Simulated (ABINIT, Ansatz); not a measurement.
## BaNaH6Ir (F-43m): bands and cutoff in G0W0 with ABINIT

Wanted: a converged G0W0 gap of BaNaH6Ir (F-43m), or an estimate of the limit.

Main program and level: ABINIT 10.8.3; LDA and many-body steps on it, plane waves.

## Step 1: Set-up

It takes space group F-43m (No. 216, cubic). Conventional cell: a = 7.845 Å, b = 7.845 Å, c = 7.845 Å, α = 90.00°, β = 90.00°, γ = 90.00°. Nearest to Na lie 12 H at 2.79 Å. Ba has 12 H at 2.79 Å nearest. Nearest to H lie 1 Ir at 1.69 Å and 4 H at 2.39 Å and 2 Ba at 2.79 Å and 2 Na at 2.79 Å. Ir has 6 H at 1.69 Å nearest. Farther neighbours are not listed.

The cell and positions are those that the Materials Project relaxed with its own functionals (PBE, PBE+U or r2SCAN), kept fixed. Spin-orbit coupling is left out unless a step names it.

## Step 2: Empty states on the mesh, 2×2×2 mesh, 237 bands

This step: ABINIT 10.8.3; DFT, LDA, plane waves, norm-conserving pseudopotentials.

The sums over transitions need many empty states on a uniform mesh; this step solves for them.

The input, run.abi:

```
acell 3*1.0 Angstrom
rprim 
  -0.000000000000 3.922549000000 3.922549000000
  3.922549000000 -0.000000000000 3.922549000000
  3.922549000000 3.922549000000 -0.000000000000
ntypat 4
znucl 11 56 1 77
natom 9
typat 1 2 3 3 3 3 3 3 4
xred 
  0.250000000000 0.250000000000 0.250000000000
  0.750000000000 0.750000000000 0.750000000000
  0.784973000000 0.215027000000 0.215027000000
  0.215027000000 0.784973000000 0.215027000000
  0.784973000000 0.784973000000 0.215027000000
  0.215027000000 0.784973000000 0.784973000000
  0.784973000000 0.215027000000 0.784973000000
  0.215027000000 0.215027000000 0.784973000000
  0.000000000000 0.000000000000 0.000000000000
pp_dirpath "pseudos"
pseudos "Na.upf, Ba.upf, H.upf, Ir.upf"
ecut 38
ngkpt 2 2 2
nshiftk 1
shiftk 0 0 0
kptopt 1
chksymbreak 0
iscf -2
irdden 1
istwfk *1
nband 237
nbdbuf 20
tolwfr 1e-09
nstep 60
prtvol 0
indata_prefix "in"
outdata_prefix "out"
tmpdata_prefix "tmp"
```

Run with:

```bash
$ OMP_NUM_THREADS=1 mpirun -n 4 abinit run.abi > log
```

Numbers of over 12 decimals in the logs are rounded to 6 here.

The program printed:

```text
.Version 10.8.3 of ABINIT. v10.8.2 released Aug 2026.

 Symmetries : space group F-4 3 m (#216); Bravais cF (face-center cubic)
[... echo of the input left out ...]
== DATASET  1 ==================================================================
-   mpi_nproc: 4, omp_nthreads: 1 (-1 if OMP is not activated)
-    --> not optimal distribution: autoparal keyword recommended in input file <--

--- !DatasetInfo
iteration_state: {dtset: 1, }
dimensions: {natom: 9, nkpt: 3, mband: 237, nsppol: 1, nspinor: 1, nspden: 1, mpw: 9185, }
cutoff_energies: {ecut:  38.0, pawecutdg:  -1.0, }
[...]
2.88754    2.88754    2.90161    2.90161    2.90161    2.91856    2.91856    2.93474
   2.93474    2.94652    2.94653    2.94653    2.95650    2.95650    2.95651    2.99666
   2.99672    2.99732    3.00377    3.00404    3.00463
 prteigrs : prtvol=0 or 1, do not print more k-points.

== END DATASET(S) ==============================================================
================================================================================

 -outvars: echo values of variables after computation  --------
            nband         237
             nkpt           3
          spgroup         216
 [... the other variables as echoed above ...]

 Calculation completed.
```

Elapsed: 2.1 min, on 4 MPI ranks of Arm Neoverse V1, shared host; peak memory 0.47 GiB; 8.5 min of CPU time.

This step gave:

```
gap                                                           : 2.990 eV
k of the valence top                                          : 0, 0, 0
k of the conduction bottom                                    : 0.5, 0.5, 0
least direct gap                                              : 3.020 eV
k points computed                                             : 3
lowest point of the top converged band, above the valence top : 74.3921 eV
```

On this mesh the gap is 2.990 eV.

The density comes from a self-consistent run that is not shown.

## Step 3: Screening, 2×2×2 mesh, 45 bands, screening to 62.6 eV

The RPA dielectric matrix is built and inverted for each q.

This step: RPA screening on LDA, plane waves, norm-conserving pseudopotentials.

Edit run.abi of step 2 so:

```diff
@@ -27,10 +27,11 @@
 chksymbreak 0
-iscf -2
-irdden 1
 istwfk *1
-nband 237
-nbdbuf 20
-tolwfr 1e-09
-nstep 60
-prtvol 0
+occopt 1
+irdwfk 1
+optdriver 3
+nband 45
+ecuteps 2.3
+inclvkb 2
+awtr 1
+symchi 1
 indata_prefix "in"
```

The program printed:

```text
.Version 10.8.3 of ABINIT. v10.8.2 released Aug 2026.

 Symmetries : space group F-4 3 m (#216); Bravais cF (face-center cubic)
[... echo of the input left out ...]
== DATASET  1 ==================================================================
-   mpi_nproc: 4, omp_nthreads: 1 (-1 if OMP is not activated)

--- !DatasetInfo
iteration_state: {dtset: 1, }
dimensions: {natom: 9, nkpt: 3, mband: 45, nsppol: 1, nspinor: 1, nspden: 1, mpw: 9185, }
cutoff_energies: {ecut:  38.0, pawecutdg:  -1.0, }
electrons: {nelect:   4.20000000E+01, charge:   0.00000000E+00, occopt:   1.00000000E+00, tsmear:   1.00000000E-02, }

 SCREENING: Calculation of the susceptibility and dielectric matrices

 Based on a program developped by R.W. Godby, V. Olevano, G. Onida, and L. Reining.
 Incorporated in ABINIT by V. Olevano, G.-M. Rignanese, and M. Torrent.
.Using double precision arithmetic ; gwpc =  8

[... cell and pseudopotentials left out ...]
--------------------------------------------------------------------------------

 ==== K-mesh for the wavefunctions ====
 Number of points in the irreducible wedge :     3
[... list of points left out ...]
 Together with 24 symmetry operations and time-reversal symmetry
 yields     8 points in the full Brillouin Zone.

 ==== Q-mesh for the screening function ====
 Number of points in the irreducible wedge :     3
[... list of points left out ...]
 Together with 24 symmetry operations and time-reversal symmetry
 yields     8 points in the full Brillouin Zone.

 setmesh: FFT mesh size selected  =    36x   36x   36
          total number of points  =        46656

 vcoul_init : cutoff-mode = AUXILIARY_FUNCTION
 q-points for optical limit:   1
     1)      0.000010    0.000020    0.000030

- screening: taking advantage of time-reversal symmetry
- Maximum band index for partially occupied states nbvw = 21
- Remaining bands to be divided among processors   nbcw = 24
- Number of bands treated by each node ~6

 Number of electrons calculated from density =   42.0000; Expected =   42.0000
 average of density, n =  0.051561
 r_s =    1.6667
 omega_plasma =   21.9035 [eV]

 calculating chi0 at frequencies [eV] :
  1    0.000000E+00    0.000000E+00
  2    0.000000E+00    2.190354E+01

--------------------------------------------------------------------------------
  q-point number  1        q = ( 0.000000, 0.000000, 0.000000) [r.l.u.]
--------------------------------------------------------------------------------
[... chi0 elements left out ...]
 For q-point:  0.000010 0.000020 0.000030
  dielectric constant =   4.0825
  dielectric constant without local fields =   4.9291

  Average fulfillment of the sum rule on Im[epsilon] for q-point    1 :     27.83  [%]
[... wings left out ...]
  q-point number  2        q = ( 0.500000, 0.000000, 0.000000) [r.l.u.]
--------------------------------------------------------------------------------
[... chi0 elements left out ...]
  Average fulfillment of the sum rule on Im[epsilon] for q-point    2 :     39.04  [%]

 [... 1 further q-points ...]
```

It took 7.7 s on 4 MPI ranks; peak memory 1.3 GiB.

This step gave:

```yaml
eps_infinity_with_local_fields_on_this_mesh_along_the_program_s_q_direction: 4.082
the_same_without_local_fields: 4.929
plasma_frequency: 21.90 eV
plane_waves_in_the_screening_matrix: 137
```

Local fields lower ε∞ by 17 %. On a Γ-centred mesh this coarse the value itself is usually too large, while a short band sum pulls it down.

## Step 4: 45 bands, 62.6 eV

The self-energy is evaluated for the states that the input lists, and the levels follow from it, in one-shot runs by the linearised quasiparticle equation.

This step: G0W0 on LDA, plane waves, norm-conserving pseudopotentials.

Edit run.abi of step 3 so:

```diff
@@ -30,8 +30,17 @@
 irdwfk 1
-optdriver 3
+optdriver 4
 nband 45
+gwcalctyp 0
+ecutsigx 38
+symsigma 1
+nkptgw 2
+kptgw 
+  0.0000000000 0.0000000000 0.0000000000
+  0.5000000000 0.5000000000 0.0000000000
+bdgw 
+  19 24
+  20 23
 ecuteps 2.3
-inclvkb 2
-awtr 1
-symchi 1
+irdscr 1
+ppmodel 1
 indata_prefix "in"
```

The program printed:

```text
.Version 10.8.3 of ABINIT. v10.8.2 released Aug 2026.

 Symmetries : space group F-4 3 m (#216); Bravais cF (face-center cubic)
[... echo of the input left out ...]
== DATASET  1 ==================================================================
-   mpi_nproc: 4, omp_nthreads: 1 (-1 if OMP is not activated)

--- !DatasetInfo
iteration_state: {dtset: 1, }
dimensions: {natom: 9, nkpt: 3, mband: 45, nsppol: 1, nspinor: 1, nspden: 1, mpw: 9185, }
cutoff_energies: {ecut:  38.0, pawecutdg:  -1.0, }
electrons: {nelect:   4.20000000E+01, charge:   0.00000000E+00, occopt:   1.00000000E+00, tsmear:   1.00000000E-02, }

 SIGMA: Calculation of the GW corrections

 Based on a program developped by R.W. Godby, V. Olevano, G. Onida, and L. Reining.
 Incorporated in ABINIT by V. Olevano, G.-M. Rignanese, and M. Torrent.
.Using double precision arithmetic ; gwpc =  8

[... cell and pseudopotentials left out ...]
--------------------------------------------------------------------------------

 ==== K-mesh for the wavefunctions ====
 Number of points in the irreducible wedge :     3
[... list of points left out ...]
 Together with 24 symmetry operations and time-reversal symmetry
 yields     8 points in the full Brillouin Zone.

 ==== Q-mesh for screening function ====
 Number of points in the irreducible wedge :     3
[... list of points left out ...]
 Together with 24 symmetry operations and time-reversal symmetry
 yields     8 points in the full Brillouin Zone.

 vcoul_init : cutoff-mode = AUXILIARY_FUNCTION
 q-points for optical limit:   1
     1)      0.000010    0.000020    0.000030
 setmesh: FFT mesh size selected  =    60x   60x   60
          total number of points  =       216000

 Number of electrons calculated from density =   42.0000; Expected =   42.0000
 average of density, n =  0.051561
 r_s =    1.6667
 omega_plasma =   21.9035 [eV]

 === KS Band Gaps ===
  >>>> For spin  1
   Minimum direct gap =   3.0205 [eV], located at k-point      :   0.5000  0.5000  0.0000
   Fundamental gap    =   2.9903 [eV], Top of valence bands at :   0.0000  0.0000  0.0000
                                       Bottom of conduction at :   0.5000  0.5000  0.0000
 SIGMA fundamental parameters:
 PLASMON POLE MODEL  1
 number of plane-waves for SigmaX                 9185
 number of plane-waves for SigmaC and W            137
 number of plane-waves for wavefunctions          9185
 number of bands                                    45
 number of independent spin polarizations            1
 number of spinorial components                      1
 number of k-points in IBZ                           3
 number of q-points in IBZ                           3
 number of symmetry operations                      24
 number of k-points in BZ                            8
 number of q-points in BZ                            8
 number of frequencies for dSigma/dE                 9
 frequency step for dSigma/dE [eV]                0.25
 number of omega for Sigma on real axis              0
 max omega for Sigma on real axis  [eV]           0.00
 zcut for avoiding poles [eV]                     0.10

 EPSILON^-1 parameters (SCR file):
 dimension of the eps^-1 matrix on file            137
 dimension of the eps^-1 matrix used               137
 number of plane-waves for wavefunctions          9185
 number of bands                                    45
 number of q-points in IBZ                           3
 number of frequencies                               2
 number of real frequencies                          1
 number of imag frequencies                          1

 matrix elements of self-energy operator (all in [eV])

 Perturbative Calculation

--- !SelfEnergy_ee
iteration_state: {dtset: 1, }
kpoint     : [   0.000,    0.000,    0.000, ]
spin       : 1
KS_gap     :    4.356
QP_gap     :    5.507
Delta_QP_KS:    1.151
data: !SigmaeeData |
     Band     E0 <VxcDFT>   SigX SigC(E0)      Z dSigC/dE  Sig(E)    E-E0       E
       19   1.722 -18.170 -21.641   4.174   0.778  -0.286 -17.624   0.546   2.268
       20   1.722 -18.170 -21.641   4.174   0.778  -0.286 -17.624   0.546   2.268
       21   1.722 -18.170 -21.641   4.174   0.778  -0.286 -17.624   0.546   2.268
       22   6.078  -8.577  -4.021  -2.558   0.849  -0.178  -6.880   1.697   7.774
       23   6.873 -12.709  -7.531  -2.530   0.830  -0.204 -10.510   2.199   9.071
       24   6.873 -12.709  -7.531  -2.530   0.830  -0.204 -10.510   2.199   9.071

--- !SelfEnergy_ee
iteration_state: {dtset: 1, }
kpoint     : [   0.500,    0.500,    0.000, ]
spin       : 1
KS_gap     :    3.020
QP_gap     :    4.203
Delta_QP_KS:    1.183
data: !SigmaeeData |
     Band     E0 <VxcDFT>   SigX SigC(E0)      Z dSigC/dE  Sig(E)    E-E0       E
       20   1.692 -17.958 -21.423   4.159   0.778  -0.285 -17.418   0.540   2.231
       21   1.692 -17.958 -21.423   4.159   0.778  -0.285 -17.418   0.540   2.231
       22   4.712 -11.462  -7.150  -2.251   0.836  -0.196  -9.739   1.722   6.434
       23   6.945 -11.156  -6.632  -2.251   0.839  -0.192  -9.249   1.907   8.852

== END DATASET(S) ==============================================================
================================================================================

 -outvars: echo values of variables after computation  --------
           etotal      0.0000000000E+00
            nband          45
             nkpt           3
          spgroup         216
 [... the other variables as echoed above ...]

 Calculation completed.
```

Elapsed: 5.5 s, on 4 MPI ranks; peak memory 0.25 GiB; 22 s of CPU time.

Numbers from this step:

```yaml
g0w0_gap_on_the_points_computed: 4.166 eV
starting_gap_on_the_mesh: 2.990 eV
k_of_the_valence_top: 0, 0, 0
k_of_the_conduction_bottom: 0.5, 0.5, 0
z_at_the_valence_top: 0.778
z_at_the_conduction_bottom: 0.836
least_direct_g0w0_gap_on_the_computed_points: 4.203 eV
```

The gap on the mesh goes from 2.99 eV to 4.17 eV, a correction of +1.18 eV.

## Step 5: Screening, 2×2×2 mesh, 100 bands, screening to 114.3 eV

This step: RPA screening on LDA, plane waves, norm-conserving pseudopotentials.

Edit run.abi of step 4 so:

```diff
@@ -30,17 +30,8 @@
 irdwfk 1
-optdriver 4
-nband 45
-gwcalctyp 0
-ecutsigx 38
-symsigma 1
-nkptgw 2
-kptgw 
-  0.0000000000 0.0000000000 0.0000000000
-  0.5000000000 0.5000000000 0.0000000000
-bdgw 
-  19 24
-  20 23
-ecuteps 2.3
-irdscr 1
-ppmodel 1
+optdriver 3
+nband 100
+ecuteps 4.2
+inclvkb 2
+awtr 1
+symchi 1
 indata_prefix "in"
```

The program printed:

```text
.Version 10.8.3 of ABINIT. v10.8.2 released Aug 2026.

 Symmetries : space group F-4 3 m (#216); Bravais cF (face-center cubic)
[... echo of the input left out ...]
== DATASET  1 ==================================================================
-   mpi_nproc: 4, omp_nthreads: 1 (-1 if OMP is not activated)

--- !DatasetInfo
iteration_state: {dtset: 1, }
dimensions: {natom: 9, nkpt: 3, mband: 100, nsppol: 1, nspinor: 1, nspden: 1, mpw: 9185, }
cutoff_energies: {ecut:  38.0, pawecutdg:  -1.0, }
electrons: {nelect:   4.20000000E+01, charge:   0.00000000E+00, occopt:   1.00000000E+00, tsmear:   1.00000000E-02, }

 SCREENING: Calculation of the susceptibility and dielectric matrices

 Based on a program developped by R.W. Godby, V. Olevano, G. Onida, and L. Reining.
 Incorporated in ABINIT by V. Olevano, G.-M. Rignanese, and M. Torrent.
.Using double precision arithmetic ; gwpc =  8

[... cell and pseudopotentials left out ...]
--------------------------------------------------------------------------------

 ==== K-mesh for the wavefunctions ====
 Number of points in the irreducible wedge :     3
[... list of points left out ...]
 Together with 24 symmetry operations and time-reversal symmetry
 yields     8 points in the full Brillouin Zone.

 ==== Q-mesh for the screening function ====
 Number of points in the irreducible wedge :     3
[... list of points left out ...]
 Together with 24 symmetry operations and time-reversal symmetry
 yields     8 points in the full Brillouin Zone.

 setmesh: FFT mesh size selected  =    40x   40x   40
          total number of points  =        64000

 vcoul_init : cutoff-mode = AUXILIARY_FUNCTION
 q-points for optical limit:   1
     1)      0.000010    0.000020    0.000030

- screening: taking advantage of time-reversal symmetry
- Maximum band index for partially occupied states nbvw = 21
- Remaining bands to be divided among processors   nbcw = 79
- Number of bands treated by each node ~19

 Number of electrons calculated from density =   42.0000; Expected =   42.0000
 average of density, n =  0.051561
 r_s =    1.6667
 omega_plasma =   21.9035 [eV]

 calculating chi0 at frequencies [eV] :
  1    0.000000E+00    0.000000E+00
  2    0.000000E+00    2.190354E+01

--------------------------------------------------------------------------------
  q-point number  1        q = ( 0.000000, 0.000000, 0.000000) [r.l.u.]
--------------------------------------------------------------------------------
[... chi0 elements left out ...]
 For q-point:  0.000010 0.000020 0.000030
  dielectric constant =   4.0985
  dielectric constant without local fields =   5.0281

  Average fulfillment of the sum rule on Im[epsilon] for q-point    1 :     55.89  [%]
[... wings left out ...]
  q-point number  2        q = ( 0.500000, 0.000000, 0.000000) [r.l.u.]
--------------------------------------------------------------------------------
[... chi0 elements left out ...]
  Average fulfillment of the sum rule on Im[epsilon] for q-point    2 :     63.33  [%]

 [... 1 further q-points ...]
```

Elapsed: 17 s, on 4 MPI ranks; peak memory 1.5 GiB.

This step gave:

```
ε∞ with local fields, on this mesh, along the program's q direction : 4.098
the same without local fields                                       : 5.028
plasma frequency                                                    : 21.90 eV
plane waves in the screening matrix                                 : 331
```

(Part 1 of 2 ends here.)

[Paths, hosts, dates, memory and timing lines, banners, echoed tables and standing remarks are left out of the program output.]

[Logs are printed without paths, hosts, clocks, repeated set-up lines and the standing remarks that a program may print on its own settings, such as how far it seeks lower states.]

[Runs of the session that timed out or met a known fault of the program may be left out.]

[No measured gap is set beside runs whose start may be inverted or whose files or cutoffs have a known fault.]

[Hosts, paths, dates, database ids (printed as entryN), source tags and the programs' standing remarks are cut or masked in the printed files.]

[G0W0 gaps are taken among the corrected bands and points alone; a level outside them can change the order at an edge.]

[Where Ansatz stands beside ABINIT at settings called matched, ABINIT's density can come from a denser mesh and the files from another edition; pairs whose starting gaps differed by over 0.03 eV were left out, so agreement reads better than it is.]
